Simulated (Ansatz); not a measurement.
# Electron–phonon scattering in W-Zn-Zn-W stack of (100) layers, part 3 of 3

How good a conductor is W-Zn-Zn-W stack of (100) layers when only phonons scatter, and how much computing does the answer need?

Ansatz 0.2.0; DFT PBE, scalar-relativistic, plane waves, PAW; PAW set soft_1.

So far. Step 4 (Lattice stability: q 2×2×1, k 6×6×1): Among the solved wavevectors the lowest mode, translations apart, is 31.9 cm⁻¹, so these are real on this k mesh.

### 5. Resistivity: q 2×2×1, k 6×6×1, scattering 12×12×1 (continued)

Some points of the scattering mesh along the symmetry lines, up to three branches each (those of largest λ), at most 39 rows; the frequencies are those of the scattering step, which can differ from the solved and plainly interpolated ones; single rows converge slowly. Mode couplings:

```
    q1      q2  q3  branch  ħω (meV)     λ_q  half width (meV)
     0  0.3333   0       1       2.8    1.42            0.0357
     0  0.3333   0       2      4.41     0.4            0.0249
     0  0.3333   0       7     17.98   0.063            0.0652
0.0833     0.5   0       1      7.25   0.143            0.0241
0.0833     0.5   0       7     18.67   0.152             0.169
0.0833     0.5   0       8     18.67   0.152             0.169
0.4167     0.5   0       5      22.7  0.0464            0.0765
0.4167     0.5   0       6      22.7  0.0464            0.0765
0.4167     0.5   0       7     22.91   0.032            0.0538
0.3333  0.3333   0       3     19.63  0.0264            0.0325
0.3333  0.3333   0       4     19.95  0.0329             0.042
0.3333  0.3333   0       6     20.44  0.0323            0.0432
```

The Eliashberg function α²F has structure finer than the step of the table below, so its rows give means over 0.5 meV, whole bins alone (the curve runs from 0.108 to 27.6 meV). Peaks (meV: height): α²F 17.67: 0.271, 18.75: 0.636, 24.17: 0.763; W 18.75: 0.428, 24.17: 0.543; Zn 17.67: 0.133, 18.75: 0.208, 24.17: 0.221, 25.25: 0.104.

The Eliashberg function α²F by phonon energy; means over each step:

```
phonon energy (meV)      α²F        W       Zn
                0.5  0.00228  0.00172   5.6e-4
                1.0  0.00489  0.00367  0.00123
                1.5   0.0101  0.00777  0.00241
                2.0   0.0173   0.0135  0.00380
                2.5   0.0293   0.0237  0.00558
                3.0   0.0479   0.0402  0.00765
                3.5   0.0622   0.0534  0.00877
                4.0   0.0725   0.0637  0.00880
                4.5   0.0992   0.0900  0.00918
                5.0    0.104   0.0949  0.00878
                5.5   0.0979   0.0899  0.00796
                6.0   0.0897   0.0827  0.00701
                6.5   0.0795   0.0737  0.00585
                7.0   0.0687   0.0637  0.00497
                7.5   0.0552   0.0507  0.00451
                8.0   0.0551   0.0503  0.00479
                8.5   0.0531   0.0486  0.00460
                9.0   0.0521   0.0476  0.00453
                9.5   0.0519   0.0473  0.00465
               10.0   0.0519   0.0470  0.00493
               10.5   0.0536   0.0476  0.00604
               11.0   0.0561   0.0480  0.00816
               11.5   0.0665   0.0526   0.0139
               12.0   0.0771   0.0549   0.0222
               12.5   0.0762   0.0530   0.0232
               13.0   0.0721   0.0498   0.0222
               13.5   0.0751   0.0490   0.0261
               14.0   0.0753   0.0470   0.0283
               14.5   0.0731   0.0454   0.0276
               15.0   0.0745   0.0465   0.0280
               15.5   0.0809   0.0504   0.0305
               16.0   0.0955   0.0587   0.0367
               16.5    0.119   0.0707   0.0487
               17.0    0.143   0.0809   0.0616
               17.5    0.213    0.113    0.100
               18.0    0.178   0.0913   0.0866
               18.5    0.341    0.219    0.123
               19.0    0.460    0.310    0.150
               19.5    0.272    0.197   0.0750
               20.0    0.220    0.164   0.0566
               20.5    0.191    0.142   0.0491
               21.0    0.166    0.115   0.0516
               21.5    0.158    0.101   0.0575
               22.0    0.162    0.100   0.0620
               22.5    0.165    0.115   0.0505
               23.0    0.132   0.0876   0.0441
               23.5    0.133   0.0761   0.0571
               24.0    0.474    0.326    0.148
               24.5    0.224    0.133   0.0919
               25.0    0.116   0.0358   0.0806
               25.5    0.101   0.0181   0.0829
               26.0   0.0489  0.00648   0.0424
               26.5   0.0346  0.00359   0.0310
               27.0   0.0389  0.00354   0.0354
```

λ by element:

```
share in the modes' patterns       λ
                           W  0.3648
                          Zn  0.1233
```

λ by pair of elements:

```
motions of the sites of         λ
                    W-W    0.4769
                   W-Zn  -0.04372
                  Zn-Zn   0.05496
```

Largest shares of lambda; single rows converge slowly. Strongest modes:

```
     q1       q2  q3  star  branch  ħω (meV)     λ_q  half width (meV)
      0   0.3333   0     4       1     2.801   1.421            0.0357
      0  0.08333   0     4       1    0.6854   0.814          0.001224
      0     0.25   0     4       1     2.096  0.7841           0.01103
      0   0.1667   0     4       1     1.384  0.6552          0.004017
0.08333   0.3333   0     8       1     6.614   0.249           0.03487
0.08333   0.3333   0     8       2     7.364  0.2001           0.03475
      0   0.3333   0     4       2     4.409  0.4002           0.02491
0.08333   0.4167   0     8       1     6.955  0.1928           0.02986
```

300 K. Table of cumulative share of the conductivity, along x by mean free path:

```
mean free path (nm)  cumulative share of the conductivity, along x
               2.00                                        0.00259
               2.24                                        0.00392
               2.51                                        0.00595
               2.82                                        0.00938
               3.16                                         0.0228
               3.55                                         0.0713
               3.98                                          0.149
               4.47                                          0.235
               5.01                                          0.260
               5.62                                          0.297
               6.31                                          0.382
               7.08                                          0.429
               7.94                                           0.53
               8.91                                          0.658
                 10                                          0.810
               11.2                                          0.869
               12.6                                          0.946
```

Resistivity by mesh:

```
   mesh  T (K)  mean rho (μΩ cm)
12x12x1     20            0.3654
12x12x1    300             41.06
12x12x1    800             115.1
  6x6x1     20            0.4097
  6x6x1    300             44.89
  6x6x1    800             124.5
  3x3x1     20             1.149
  3x3x1    300             51.87
  3x3x1    800             139.3
```

Harmonic. Thermo, by row:

```
T (K)  F_vib (meV/atom)  S (J/mol-atom/K)  C_V (J/mol-atom/K)
    0             26.81                 0                   0
   50             26.09             4.193               8.122
  100             21.62             13.12               17.41
  150             12.71             20.98               21.06
  200              0.14             27.29               22.63
  250            -15.37             32.43               23.42
  300            -33.33             36.74               23.87
  350            -53.35             40.44               24.14
  400            -75.17             43.68               24.32
  450            -98.56             46.55               24.45
  500            -123.4             49.13               24.54
  550            -149.4             51.48               24.61
  600            -176.7             53.62               24.66
  650              -205             55.59                24.7
  700            -234.3             57.43               24.73
  750            -264.5             59.13               24.76
  800            -295.6             60.73               24.78
  850            -327.4             62.23                24.8
  900              -360             63.65               24.81
  950            -393.4             64.99               24.82
 1000            -427.4             66.27               24.83
```

The modes has structure finer than the step of the table below, so its rows give means over 10 cm⁻¹, whole bins alone (the curve runs from -10 to 240 cm⁻¹). Peaks (cm⁻¹: height): W 64.0: 0.0403, 86.1: 0.0413, 105.0: 0.0465, 131.7: 0.0443, 150.6: 0.0758, 164.8: 0.0473, 194.7: 0.0755; Zn 95.5: 0.0461, 105.0: 0.0552, 131.7: 0.0465, 152.2: 0.0935, 164.8: 0.0433, 182.1: 0.0633, 193.1: 0.0722.

Phonopy on the run's constants, 21x21x1 mesh, Gaussian sigma 2.0 cm⁻¹. The modes by wavenumber; means over each step; values in 1/cm⁻¹/cell:

```
wavenumber (cm⁻¹)        W       Zn
                0  0.00123   4.3e-4
               10  0.00249   7.4e-4
               20  0.00386   8.6e-4
               30   0.0179  0.00342
               40   0.0233  0.00233
               50   0.0121  0.00248
               60   0.0265  0.00397
               70   0.0138  0.00292
               80   0.0245  0.00568
               90   0.0237   0.0159
              100   0.0247   0.0404
              110   0.0343   0.0348
              120   0.0272   0.0341
              130   0.0381   0.0354
              140   0.0379   0.0381
              150   0.0618   0.0732
              160   0.0421   0.0347
              170   0.0354   0.0301
              180   0.0479   0.0473
              190   0.0589   0.0598
              200   0.0316   0.0573
              210  0.00784   0.0477
              220  0.00266   0.0271
              230   1.1e-4  0.00126
```

Some states were left unconverged by the eigensolver. By its own test the run is not converged in the mesh. λ = 0.488 and 115 Ω per square at 300 K. The run's own test puts 9 % between its two finest meshes on the component of the resistivity at 300 K that moves most, so it is not converged. By the run's own test λ moves by 42 % between its two finest scattering meshes.

### 6. Resistivity: q 3×3×1, k 9×9×1, scattering 12×12×1

The next rung changes the q mesh, which sets the reach of the force constants and couplings; the k mesh of the density and its response.

The input, input.yaml:

```yaml
crystal:
  lattice:
    - [2.603164819, 0.0, 0.0]
    - [0.0, 2.603164819, 0.0]
    - [0.0, 0.0, 35.5773943932]
  atoms:
    - { symbol: W, position: [0.0, 0.0, 0.1483719764] }
    - { symbol: Zn, position: [0.5, 0.5, 0.2074623857] }
    - { symbol: Zn, position: [0.0, 0.0, 0.2672407309] }
    - { symbol: W, position: [0.5, 0.5, 0.3263311402] }
  periodic: [true, true, false]
kpoints:
  mp_grid: { grid: [9, 9, 1] }
hamiltonian:
  xc: pbe
  pseudopotentials: { kind: paw, azcp: { folder: soft_1 } }
scf:
  occupations: { method: methfessel_paxton, width: 0.2 }
output:
  eigenvalues: true
phonons:
  method: dfpt
  qmesh: [3, 3, 1]
  temperatures: { t_max: 1000, t_step: 50 }
  qpath:
    path: [[0.0, 0.0, 0.0], [0.0, 0.5, 0.0], [0.5, 0.5, 0.0], [0.0, 0.0, 0.0]]
    npoints: 10
  electrical_resistivity:
    mesh: [12, 12, 1]
    temperatures: [20.0, 50.0, 77.0, 100.0, 150.0, 200.0, 300.0, 400.0, 600.0, 800.0]
  superconductivity: { mesh: [12, 12, 1] }
```

On the command line:

```sh
$ ansatz run input.yaml --threads 4 --pin off --max-ram 12288MiB --backend cpu --events-out ev --progress --plain --runs-dir out
```

Numbers of over 12 decimals in the logs are rounded to 6 here.

Log:

```text
[the first part of the log is left out]
  E_nonlocal   = 1583.594854
  E_hartree    = 110351.185435
  E_xc         = -690.609480
  E_vxc        = -562.594934  (∫ρ·V_xc dr)
  E_paw        = -20947.029739  (= ΣΔE_a)
  E_vpaw       = -1158.319926  (= ΣTr[D̂ρ^β])
  E_aug_tail   = -0.000150  (compensation charges beyond the density's cutoff)
  E_ewald      = 104098.443549
  E_smearing   = 0.000265  (= −TS)
  E_closure    = 0.000000  (closes the sum)
  Σ components = -27405.991787   (vs F -27405.991787, Δ=0.00e0)
--- Band table (eV; the first three rows and the last of 15) ---
  k-point 0: bands = ["-79.2850", "-79.2850", "-43.7152", "-43.7151", "-42.7437", "-42.7437", "-42.7437", "-42.7437", "-15.7490", "-14.2680", "-13.9177", "-13.6951", "-13.4392", "-13.3797", "-12.9796", "-12.9796", "-12.6702", "-12.6702", "-12.6453", "-12.5697", "-11.7171", "-9.5781", "-9.1489", "-9.1476", "-7.3505", "-6.1554", "-5.6757", "-2.6045", "-2.6045", "-2.5726", "-2.5726", "-0.5560"]
  k-point 1: bands = ["-79.2723", "-79.2723", "-43.6962", "-43.6962", "-42.9187", "-42.9187", "-42.7291", "-42.7291", "-15.4623", "-14.0965", "-13.8419", "-13.6399", "-13.3531", "-13.2982", "-12.9675", "-12.8596", "-12.8472", "-12.7256", "-12.6332", "-12.6136", "-11.2415", "-9.3974", "-8.7755", "-8.6969", "-7.0979", "-6.2071", "-5.9904", "-3.1288", "-2.5817", "-2.5191", "-2.4924", "-0.6411"]
  k-point 2: bands = ["-79.2398", "-79.2398", "-43.6478", "-43.6478", "-43.3456", "-43.3456", "-42.6918", "-42.6918", "-14.7041", "-13.9098", "-13.5158", "-13.4657", "-13.3948", "-13.2077", "-13.0305", "-12.9440", "-12.8340", "-12.7122", "-12.6363", "-12.1890", "-10.2231", "-9.1268", "-7.8242", "-7.2460", "-6.8864", "-6.5381", "-6.1658", "-3.5722", "-2.3090", "-2.2924", "-2.1820", "-1.9225"]
  k-point 14: bands = ["-79.0746", "-79.0746", "-43.9141", "-43.9141", "-43.9100", "-43.9100", "-43.4073", "-43.4073", "-13.8910", "-13.8841", "-13.6931", "-13.6837", "-13.1284", "-13.1016", "-12.8974", "-12.8880", "-12.3861", "-12.3590", "-10.1331", "-10.1329", "-8.0234", "-7.5692", "-7.3740", "-7.1205", "-4.9844", "-4.3474", "-3.5727", "-3.4131", "-1.6927", "-0.9919", "-0.9139", "-0.2962"]
--- Phonons (Γ-DFPT): 8 representative perturbations + reference (Σ response iterations 42) ---
  ASR residual: 4.093e-5 → 0.000e0 eV/Å²; symmetrization residual: 3.217e-7 eV/Å²
  The last average, over the group as it would stand without the narrowing to the FFT grids, took up to 1.404e-7 eV/Å² of the zone centre's force constants
  ASR residual per site (eV/Å²): 1.88e-5 4.09e-5 4.08e-5 1.87e-5
  Γ frequencies (cm⁻¹): 0.00 0.00 0.00 28.79 28.79 58.88 98.55 98.55 109.93 109.93 177.15 201.17
--- Phonons (arbitrary-q DFPT): 3 irreducible q on the 3×3×1 mesh ---
  q = [0.0000, 0.0000, 0.0000] (star 1, of the zone-centre solve; hermiticity 9.09e-8, symmetrization 1.72e-12, taken by the last average 1.98e-8): -0.00 -0.00 0.00 28.79 28.79 58.88 98.55 98.55 109.93 109.93 177.15 201.17
  q = [0.0000, 0.3333, 0.0000] (star 4, 12 solved perturbations on 45 of 81 k-point pairs; hermiticity 3.14e-8, symmetrization 3.50e-11, taken by the last average 4.70e-9): -60.09 -52.48 68.12 81.89 92.24 97.55 145.33 155.15 193.56 195.27 203.03 208.27
  q = [0.3333, 0.3333, 0.0000] (star 4, 8 solved perturbations in 504 linear systems a pass and spin channel, the states on 81 of 81 k-point pairs; hermiticity 1.89e-8, symmetrization 6.98e-11, taken by the last average 6.44e-9): 87.12 87.99 146.80 150.37 167.42 172.32 175.44 185.24 193.51 193.61 195.18 199.05
  sum rule: each row above includes the acoustic sum rule's correction from the zone centre's row sums; it moved no ω² by more than (0.41 cm⁻¹)²
  mesh force constants: q→R imaginary residual 0.00e0; ASR residual 4.093e-5 → 0.000e0 eV/Å²; symmetrization residual 5.329e-15 eV/Å²
  interpolated dispersion: 31 rows × 12 modes
  density of states and harmonic sums: on the 24×24×1 q-mesh, interpolated from the force constants of a 3×3×1 supercell (no non-analytic term)
  largest difference from the sums on the solved wave vectors: F 1.81e-1 eV, S 2.45e-4 and C_V 6.59e-5 eV/K
  zero-point energy: 0.101359 eV/cell   skipped modes (ω ≤ 0): 51, of them read as no rigid motion or as one in doubt: 48 (4.722e-1 modes/cell left out, lowest -68.11 cm⁻¹)   left out of the sums: 3.98e-2 of the cell's modes: C_V's classical limit lies that fraction below 3 k_B per atom; for a crystal, a wire or a layer, F and S can be off by more, and a phonons.interpolated_qmesh denser along its periods is the remedy for the sampling
Error: electrical resistivity: the mode of lowest frequency at the wavevector [0.0000, -0.5000, 0.0000] is imaginary, -67.89 cm⁻¹ (written negative): the force constants describe an unstable lattice; relax the structure, enlarge phonons.supercell (under dfpt, kpoints.mp_grid), or, with a block electrical_resistivity or superconductivity, name a file of force constants under which the crystal is stable (phonons.electron_phonon_force_constants)
The harmonic force constants that this run solved are whole in <dir>
```

The job ended after 6.1 min (4 threads of Arm Neoverse V1, shared host; peak memory 1.9 GiB).

The run ended with an error.

The program's message: “electrical resistivity: the mode of lowest frequency at the wavevector [0.0000, -0.5000, 0.0000] is imaginary, -67.89 cm⁻¹ (written negative): the force constants describe an unstable lattice; relax t …”

The run stops because a mode is imaginary on the scattering mesh, where no scattering rate is defined; denser k meshes, other smearings and, between solved wavevectors, finer q meshes show whether the instability is real.

### 7. Results

| Quantity | Value |
| --- | --- |
| run | PBE, q 2×2×1, k 6×6×1, scattering 12×12×1 |
| coupling constant λ | 0.488 |
| log mean phonon energy ħω_log | 8.41 meV |
| states at the Fermi level | 1.02 states/eV/spin/cell |
| sheet resistance at 300 K | 115 Ω per square |
| change between its two finest scattering meshes | λ 42 %, resistivity at 300 K 9 % |
| time of that run | 2.7 min |

On the last rung that gave a resistivity at the base settings (q 2×2×1, k 6×6×1, scattering 12×12×1), W-Zn-Zn-W stack of (100) layers has λ = 0.49 and a phonon-limited sheet resistance of 115 Ω per square at 300 K. Twice the integral of α²F/ω over this curve gives λ = 0.49, half of it from below 12.2 meV. The coupling is moderate (λ = 0.49), so phonons raise the electrons' mass at the Fermi surface by about 49 %, if this value holds on finer meshes. A run on finer meshes found an imaginary mode, so the lattice is likely unstable and these couplings and resistivities describe no stable crystal. By the run's own test λ moves by 42 % between the two scattering meshes. Values of ρ(T) under 50 K rest on the softest modes, mostly interpolated ones, and are the least sure of the table. The high-temperature form ρ = 2π k_B T λ_tr/(ħ ε₀ ω_p²) gives 45.6 μΩ cm along x at 300 K, against 41.1 from the Boltzmann equation; with λ this far from converged in the mesh, the gap between them says little. By their share in the modes' patterns, W atoms take 75 % of λ. The three lowest branches give 55 % of λ. By the run's own test, which takes the component that moves most, the resistivity at 300 K moves by 9 % between its two finest scattering meshes, so it is not converged. Only scattering by harmonic phonons counts; impurities, grain boundaries and thermal expansion are left out. The resistivity belongs to the whole cell, vacuum included; the sheet resistance is the quantity that does not depend on the vacuum. Spin–orbit coupling, left out here, matters for W. The c of the given cell is the typed one; the program laid its own vacuum and ran the layer in a cell 35.6 Å high. The structure was built by hand as an ordered model, and its stability against other phases was not tested.

[Logs are printed without paths, hosts, clocks, repeated set-up lines and the standing remarks that a program may print on its own settings, such as how far it seeks lower states.]

[Hosts, paths, dates, database ids (printed as entryN), source tags and the programs' standing remarks are cut or masked in the printed files.]
